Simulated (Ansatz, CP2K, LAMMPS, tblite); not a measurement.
**CP2K on liquid dimethyl carbonate at 320 K (84 atoms): settings against a plane-wave reference**

How do the settings of CP2K change the result for liquid dimethyl carbonate at 320 K (84 atoms)? A plane-wave run serves as the yardstick.

Calculated with CP2K 2026.2; the method is named at each step.

## Step 1: Starting point

The cell holds 84 atoms: 21 C, 21 O and 42 H. Cell: a = 9.928 Å, b = 9.928 Å, c = 9.928 Å, α = 90.0°, β = 90.0°, γ = 90.0°. 7 dimethyl carbonate placed at random, at 1.07 g/cm³; overlaps pushed apart, then 10 ps at 470 K with MMFF94 bonds, angles, torsions, charges and radii (Halgren, J. Comput. Chem. 17, 490 (1996)) in harmonic and 12-6 forms. Snapshot after 20 ps at 320 K and fixed volume.

The yardstick, on the same geometry:

| Item | Value |
| --- | --- |
| method | Kohn-Sham DFT, PBE, PAW, plane waves (Ansatz 0.2.0); cutoff 420 eV, Γ point, fermi-dirac smearing of 0.05 eV; PAW set soft_2 |
| r.m.s. force component | 0.9718 eV/Å |
| longest force | 3.688 eV/Å |
| pressure | 1.203 GPa |
| gap (highest filled to lowest empty level) | 5.449 eV |
| SCF cycles | 10 |
| time | 8.8 s on 4 threads of Arm Neoverse V1, shared host |
| CPU time | 31 s |

## Step 2: PBE, DZVP-MOLOPT-SR, 600/50 Ry, OT DIIS

Method: Kohn-Sham DFT, PBE, GTH-PBE pseudopotentials, Gaussian and plane waves, DZVP-MOLOPT-SR-GTH, orbital transformation.

Contents of input.inp:

```
&GLOBAL
  PROJECT cell
  RUN_TYPE ENERGY_FORCE
  PRINT_LEVEL LOW
&END GLOBAL
&FORCE_EVAL
  METHOD QS
  STRESS_TENSOR ANALYTICAL
  &DFT
    BASIS_SET_FILE_NAME BASIS_MOLOPT
    POTENTIAL_FILE_NAME GTH_POTENTIALS
    &MGRID
      CUTOFF 600
      REL_CUTOFF 50
      NGRIDS 5
    &END MGRID
    &QS
      EPS_DEFAULT 1.0E-12
    &END QS
    &SCF
      SCF_GUESS ATOMIC
      EPS_SCF 1.0E-06
      MAX_SCF 30
      &OT
        MINIMIZER DIIS
        PRECONDITIONER FULL_ALL
        ENERGY_GAP 0.001
      &END OT
      &OUTER_SCF
        EPS_SCF 1.0E-06
        MAX_SCF 8
      &END OUTER_SCF
      &PRINT
        &RESTART OFF
        &END RESTART
      &END PRINT
    &END SCF
    &XC
      &XC_FUNCTIONAL PBE
      &END XC_FUNCTIONAL
    &END XC
    &PRINT
      &MULLIKEN ON
      &END MULLIKEN
      &HIRSHFELD ON
        SHAPE_FUNCTION DENSITY
      &END HIRSHFELD
      &MO_CUBES
        NHOMO 1
        NLUMO 4
        WRITE_CUBE F
      &END MO_CUBES
    &END PRINT
  &END DFT
  &SUBSYS
    &CELL
      A 9.92798 0.00000 0.00000
      B 0.00000 9.92798 0.00000
      C 0.00000 0.00000 9.92798
    &END CELL
    &COORD
      C 0.97890 3.45067 1.61230
      O 0.71829 3.43578 2.94960
      C 9.58020 4.24957 3.32587
      O 8.87968 4.81696 2.53054
      O 9.57296 4.40266 4.66843
      C 8.68559 5.49335 5.08332
      H 0.86334 4.45161 1.14857
      H 1.89555 2.96082 1.28776
      H 0.18704 2.88378 1.09257
      H 7.73648 5.29737 4.62445
      H 9.08847 6.44822 4.80951
      H 8.58284 5.50636 6.12040
      C 0.15100 8.22434 7.15301
      O 1.32965 7.34015 7.10069
      C 1.51561 6.68878 8.28063
      O 0.83643 6.87175 9.28306
      O 2.70220 5.96513 8.27170
      C 3.08522 5.35843 9.48628
      H 9.14605 7.67800 7.27900
      H 0.27302 8.91989 7.97525
      H 0.03256 8.71498 6.09528
      H 2.46790 5.57258 0.46036
      H 4.12736 5.48302 9.60602
      H 2.80317 4.24411 9.43257
      C 7.25130 0.32067 3.83041
      O 6.42350 0.18645 4.98126
      C 6.50283 8.93766 5.58846
      O 7.26033 8.05924 5.25359
      O 5.57397 8.81942 6.60687
      C 5.29519 7.54229 7.07517
      H 8.35092 0.17414 4.07295
      H 7.08064 9.46494 3.04819
      H 7.19967 1.36093 3.28636
      H 4.38886 7.23849 6.66197
      H 5.15163 7.51558 8.10689
      H 6.14165 6.90551 6.82102
      C 3.32756 5.81512 4.43731
      O 4.31212 6.77406 4.01716
      C 4.79551 6.44246 2.81845
      O 4.48427 5.43100 2.17075
      O 5.73212 7.37262 2.46770
      C 6.70804 6.94462 1.51153
      H 2.59239 5.58826 3.65330
      H 3.83746 4.89400 4.79025
      H 2.86392 6.21799 5.35833
      H 6.61333 7.62191 0.64145
      H 6.51315 5.90050 1.27982
      H 7.65070 7.05562 1.99453
      C 3.57586 0.19767 9.19361
      O 3.25846 9.22885 0.25287
      C 2.12637 9.51408 0.96381
      O 1.34643 0.47426 0.76545
      O 2.12250 8.51026 1.92623
      C 0.84735 8.57827 2.57442
      H 2.75184 0.75741 8.87452
      H 4.20728 0.85033 9.70420
[... 24 atom lines left out ...]
      H 3.05752 9.91527 4.93351
      H 9.87904 3.32865 8.22146
      H 9.69567 1.73859 7.72635
      H 9.37162 2.92488 6.49518
    &END COORD
    &KIND C
      BASIS_SET DZVP-MOLOPT-SR-GTH-q4
      POTENTIAL GTH-PBE-q4
    &END KIND
    &KIND O
      BASIS_SET DZVP-MOLOPT-SR-GTH-q6
      POTENTIAL GTH-PBE-q6
    &END KIND
    &KIND H
      BASIS_SET DZVP-MOLOPT-SR-GTH-q1
      POTENTIAL GTH-PBE-q1
    &END KIND
  &END SUBSYS
  &PRINT
    &FORCES ON
    &END FORCES
    &STRESS_TENSOR ON
    &END STRESS_TENSOR
  &END PRINT
&END FORCE_EVAL
```

Started as:

```
> OMP_NUM_THREADS=1 mpirun -np 4 cp2k.psmp -i input.inp > output.txt
```

Standard output:

```text
CP2K| version string:                                       CP2K version 2026.2
 CP2K| Input file name                                                 input.inp
 GLOBAL| Basis set file name                                        BASIS_MOLOPT
 GLOBAL| Potential file name                                      GTH_POTENTIALS
 GLOBAL| Run type                                                   ENERGY_FORCE
 GLOBAL| Total number of message passing processes                             4
 GLOBAL| Number of threads for this process                                    1
 TOTAL NUMBERS AND MAXIMUM NUMBERS
  Total number of            - Atomic kinds:                                   3
                             - Atoms:                                         84
                             - Shell sets:                                    84
                             - Shells:                                       336
                             - Primitive Cartesian functions:                420
                             - Cartesian basis functions:                    798
                             - Spherical basis functions:                    756
  Maximum angular momentum of- Orbital basis functions:                        2
                             - Local part of the GTH pseudopotential:          2
                             - Non-local part of the GTH pseudopotential:      0
 SCF PARAMETERS         Density guess:                                    ATOMIC
                        max_scf:                                              30
                        eps_scf:                                        1.00E-06
                        Outer loop SCF in use
                        eps_scf                                         1.00E-06
                        max_scf                                                8
 Extrapolation method: initial_guess
 Number of electrons:                                                        252
[... lines left out ...]
  Step     Update method      Time    Convergence         Total energy    Change
[... lines left out ...]
  Total energy:                                              -480.834306
[... lines left out ...]
                                         using   7 DIIS vectors
                                         safer DIIS on
  Preconditioner : FULL_ALL            : diagonalization, state selective
  Precond_solver : DEFAULT
  stepsize       :    0.15000000                  energy_gap     :    0.00100000
  eps_taylor     :   0.10000E-15                  max_taylor     :             4
  ----------------------------------- OT ---------------------------------------
  Step     Update method      Time    Convergence         Total energy    Change
[...]
5 OT DIIS     0.15E+00    2.9     0.00000194      -480.8347548923 -1.96E-07
     6 OT DIIS     0.15E+00    3.0     0.00000054      -480.8347549058 -1.36E-08
  *** SCF run converged in     6 steps ***
  Electronic density on regular grids:       -252.0000000000        0.0000000000
  Core density on regular grids:              251.9999999999       -0.0000000001
  Total charge density on r-space grids:       -0.0000000001
  Total charge density g-space grids:          -0.0000000001
  Overlap energy of the core charge distribution:               2.03217e-05
  Self energy of the core charge distribution:              -1211.325421
  Core Hamiltonian energy:                                    358.997341
  Hartree energy:                                             496.967928
  Exchange-correlation energy:                               -125.474623
  Total energy:                                              -480.834755
  outer SCF iter =    2 RMS gradient =   0.54E-06 energy =       -480.8347549058
  outer SCF loop converged in   2 iterations or   36 steps
 !-----------------------------------------------------------------------------!
                     Mulliken Population Analysis
 #  Atom  Element  Kind  Atomic population                           Net charge
       1     C        1          4.142120                             -0.142120
       2     O        2          6.112454                             -0.112454
       3     C        1          3.734397                              0.265603
[...]
83     H        3          0.928352                              0.071648
      84     H        3          0.916151                              0.083849
 # Total charge                            252.000000                  0.000000
 !-----------------------------------------------------------------------------!
 !-----------------------------------------------------------------------------!
                           Hirshfeld Charges
  #Atom  Element  Kind  Ref Charge     Population                    Net charge
      1       C      1       4.000          4.059                        -0.059
      2       O      2       6.000          6.091                        -0.091
      3       C      1       4.000          3.747                         0.253
[...]
83       H      3       1.000          0.971                         0.029
     84       H      3       1.000          0.974                         0.026
  Total Charge                                                           -0.000
 !-----------------------------------------------------------------------------!
  Eigenvalues of the occupied subspace spin            1
      -0.91429800     -0.90706328     -0.90624766     -0.90232335
      -0.90134568     -0.89675542     -0.88517028     -0.83868350
      -0.83173990     -0.82325492     -0.82216449     -0.82151451
[...]
-0.09709325     -0.09566422     -0.09365877     -0.09294906
      -0.08914405     -0.08594568
 Fermi Energy [eV] :   -2.338701
  Using OT eigensolver for additional unoccupied orbitals spin            1
  Lowest Eigenvalues of the unoccupied subspace spin            1
 OT| Eigensolver reached convergence in 277 iterations
       0.12337724      0.12533936      0.13197573      0.13469292
 HOMO - LUMO gap [eV] :    5.695966
 ENERGY| Total FORCE_EVAL ( QS ) energy [hartree]           -480.834755
 FORCES| Atomic forces [hartree/bohr]
 FORCES|   Atom     x               y               z               |f|
 FORCES|      1 -2.60159062E-02  1.56171386E-03 -7.41563027E-02   7.86029488E-02
 FORCES|      2 -1.10588840E-02  1.11775560E-02  6.95178101E-02   7.12738563E-02
 FORCES|      3  4.07456743E-02 -9.25348352E-03  3.28827109E-03   4.19124046E-02
[...]
FORCES|     83 -1.02632452E-02 -3.28311945E-02  9.23260070E-03   3.56154805E-02
 FORCES|     84  6.15203146E-03  3.05581864E-03  1.46134102E-02   1.61473613E-02
 FORCES| Sum     2.10403007E-03  2.00730905E-03 -1.69519826E-03
 FORCES| Total atomic force                                       3.36599603E-03
 STRESS| Analytical stress tensor [bar]
 STRESS|                        x                   y                   z
 STRESS|      x        2.47380289145E+04   1.12093345325E+03  -2.17526583069E+03
 STRESS|      y        1.12093345325E+03   1.43499415213E+04  -9.50142817407E+02
 STRESS|      z       -2.17526583069E+03  -9.50142817407E+02   1.92133860177E+04
 STRESS| 1/3 Trace                                             1.94337854845E+04
```

The job ended after 2 min (4 MPI ranks of Arm Neoverse V1, shared host; peak memory 2.3 GiB).

Banners and routine set-up lines are dropped from the logs; longer cuts are marked.

Compared with the plane-wave run:

```
r.m.s. force component                           : 1.018 eV/Å
r.m.s. difference of force components            : 135.5 meV/Å
longest difference of force vectors              : 632.6 meV/Å
force difference over r.m.s. force               : 13.95 %
slope of forces against the reference's          : 1.039
correlation of force components                  : 0.9918
gap (highest filled to lowest empty level) : 5.696 eV
gap difference                                   : 0.2466 eV
pressure                                         : 1.943 GPa
pressure difference                              : 0.7403 GPa
```

Length of the force difference by element (eV/Å):

```tsv
element	atoms	mean	most
C	21	0.24	0.38
H	42	0.039	0.082
O	21	0.38	0.63
```

Local excerpt of 9 atoms (numbers count through the whole input) about C1, which bears the longest force; x, y, z are measured from there.

```tsv
atom	x	y	z	distance (Å)	bonds	Hirshfeld charge (e)	Fx	Fy	Fz (eV/Å)
C1	0.00	0.00	0.00	0.00	4	-0.06	-1.34	0.08	-3.81
H8	0.92	-0.49	-0.32	1.09	1	0.05	0.43	0.07	0.78
H9	-0.79	-0.57	-0.52	1.10	1	0.03	0.06	-0.20	-0.10
H7	-0.12	1.00	-0.46	1.11	1	0.04	0.45	-0.10	0.43
O2	-0.26	-0.01	1.34	1.36	2	-0.09	-0.57	0.57	3.57
C3	-1.33	0.80	1.71	2.31	3	0.25	2.10	-0.48	0.17
O4	-2.03	1.37	0.92	2.61	1	-0.19	-0.91	0.73	-0.57
H22	1.49	2.12	-1.15	2.84	1	0.03	0.61	1.11	-0.65
H24	1.82	0.79	-2.11	2.90	1	0.04	0.93	1.05	-0.45
```

Forces lie 14 % from the reference's, at 15 times its CPU time.

## Step 3: GFN1-xTB, OT DIIS

Method: GFN1-xTB tight binding (the program's own implementation), orbital transformation.

Contents of input.inp:

```
&GLOBAL
  PROJECT cell
  RUN_TYPE ENERGY_FORCE
  PRINT_LEVEL LOW
&END GLOBAL
&FORCE_EVAL
  METHOD QS
  STRESS_TENSOR ANALYTICAL
  &DFT
    &QS
      METHOD XTB
      &XTB
        GFN_TYPE 1
        DO_EWALD T
        CHECK_ATOMIC_CHARGES F
      &END XTB
    &END QS
    &SCF
      SCF_GUESS ATOMIC
      EPS_SCF 1.0E-06
      MAX_SCF 30
      &OT
        MINIMIZER DIIS
        PRECONDITIONER FULL_SINGLE_INVERSE
      &END OT
      &OUTER_SCF
        EPS_SCF 1.0E-06
        MAX_SCF 8
      &END OUTER_SCF
      &PRINT
        &RESTART OFF
        &END RESTART
      &END PRINT
    &END SCF
    &PRINT
      &MULLIKEN ON
      &END MULLIKEN
      &MO_CUBES
        NHOMO 1
        NLUMO 4
        WRITE_CUBE F
      &END MO_CUBES
    &END PRINT
  &END DFT
  &SUBSYS
    &CELL
      A 9.92798 0.00000 0.00000
      B 0.00000 9.92798 0.00000
      C 0.00000 0.00000 9.92798
    &END CELL
    &TOPOLOGY
      COORD_FILE_NAME structure.xyz
      COORD_FILE_FORMAT XYZ
    &END TOPOLOGY
  &END SUBSYS
  &PRINT
    &FORCES ON
    &END FORCES
    &STRESS_TENSOR ON
    &END STRESS_TENSOR
  &END PRINT
&END FORCE_EVAL
```

Contents of structure.xyz:

```xyz
84

C 0.97890 3.45067 1.61230
O 0.71829 3.43578 2.94960
C 9.58020 4.24957 3.32587
O 8.87968 4.81696 2.53054
O 9.57296 4.40266 4.66843
C 8.68559 5.49335 5.08332
H 0.86334 4.45161 1.14857
H 1.89555 2.96082 1.28776
H 0.18704 2.88378 1.09257
H 7.73648 5.29737 4.62445
H 9.08847 6.44822 4.80951
H 8.58284 5.50636 6.12040
C 0.15100 8.22434 7.15301
O 1.32965 7.34015 7.10069
C 1.51561 6.68878 8.28063
O 0.83643 6.87175 9.28306
O 2.70220 5.96513 8.27170
C 3.08522 5.35843 9.48628
H 9.14605 7.67800 7.27900
H 0.27302 8.91989 7.97525
[... 60 atom lines left out ...]
H 3.05752 9.91527 4.93351
H 9.87904 3.32865 8.22146
H 9.69567 1.73859 7.72635
H 9.37162 2.92488 6.49518
```

Started as:

```
> OMP_NUM_THREADS=1 cp2k.psmp -i input.inp > output.txt
```

Standard output:

```text
CP2K| version string:                                       CP2K version 2026.2
 CP2K| Input file name                                                 input.inp
 GLOBAL| Basis set file name                                           BASIS_SET
 GLOBAL| Potential file name                                           POTENTIAL
 GLOBAL| Run type                                                   ENERGY_FORCE
 GLOBAL| Total number of message passing processes                             1
 GLOBAL| Number of threads for this process                                    1
[... lines left out ...]
 Number of electrons:                                                        252
[... lines left out ...]
  Step     Update method      Time    Convergence         Total energy    Change
[... lines left out ...]
  *** SCF run converged in    20 steps ***
[... lines left out ...]
  Total energy:                                              -165.926514
[... lines left out ...]
  outer SCF loop converged in   1 iterations or   20 steps
[... lines left out ...]
      -0.81496898     -0.81461978     -0.81393099     -0.81254139
[...]
-0.47616912     -0.47420937     -0.47278177     -0.47072010
      -0.46882682     -0.46575698     -0.45708189     -0.45674911
      -0.45328206     -0.44889328
 Fermi Energy [eV] :  -12.215007
 ENERGY| Total FORCE_EVAL ( QS ) energy [hartree]           -165.926514
 FORCES| Atomic forces [hartree/bohr]
 FORCES|   Atom     x               y               z               |f|
 FORCES|      1 -2.12967241E-02 -4.03166987E-03 -6.38046912E-02   6.73857807E-02
 FORCES|      2 -2.71188903E-02  2.38678205E-02  5.30087046E-02   6.41484982E-02
 FORCES|      3  4.17056771E-02 -1.00578814E-02  6.91995255E-03   4.34558422E-02
[...]
FORCES|     83 -8.97646391E-03 -3.34537575E-02  8.09172908E-03   3.55697467E-02
 FORCES|     84  6.91068342E-03  3.06398184E-03  1.44301580E-02   1.62903343E-02
 FORCES| Sum     9.13158438E-15  9.38832345E-15  3.32893435E-15
 FORCES| Total atomic force                                       1.35132622E-14
 STRESS| Analytical stress tensor [bar]
 STRESS|                        x                   y                   z
 STRESS|      x       -1.18974878102E+04   1.09950031147E+04   1.09759239202E+03
 STRESS|      y        1.09950031147E+04  -2.08317326742E+04  -3.71349727219E+03
 STRESS|      z        1.09759239202E+03  -3.71349727219E+03  -1.49544077500E+04
 STRESS| 1/3 Trace                                            -1.58945427448E+04
```

The job ended after 3.1 s (1 thread; peak memory 0.27 GiB).

Compared with the plane-wave run:

```yaml
r_m_s_force_component: 1.037 eV/Å
r_m_s_difference_of_force_components: 349.4 meV/Å
longest_difference_of_force_vectors: 1407 meV/Å
force_difference_over_r_m_s_force: 35.95 %
slope_of_forces_against_the_reference_s: 1.004
correlation_of_force_components: 0.9415
pressure: -1.589 GPa
pressure_difference: -2.793 GPa
```

Against the first run (14 %), the force difference from the reference is 36 %, at 0.0066 times the CPU time (on 1 against 4 cores) (20 SCF steps against 36); the model has changed, so this is no error of the program alone.

The difference per atom is largest on O (1.1 eV/Å on average, against 0.33 on C).

(Continued in part 2 of 3.)

[Long decimals in the printed logs are rounded to 6 places.]

[Also dropped from logs without a mark: lines with file paths, logging warnings of Python, QE's lines on negative density and diagonalisation, SIESTA's first energy breakdown, zero terms and Voronoi charges.]

[Logs are printed without paths, hosts, clocks, repeated set-up lines and the standing remarks that a program may print on its own settings, such as how far it seeks lower states.]

[Hosts, paths, dates, database ids (printed as entryN), source tags and the programs' standing remarks are cut or masked in the printed files.]

[Most failed runs of this program on this cell are left out, timed-out ones always.]

[The MMFF94 radii named for the starting cell were scaled by 0.96; in molecules described by MMFF94, hydrogen bound to N, O or S took a small fixed 12-6 site in their place.]
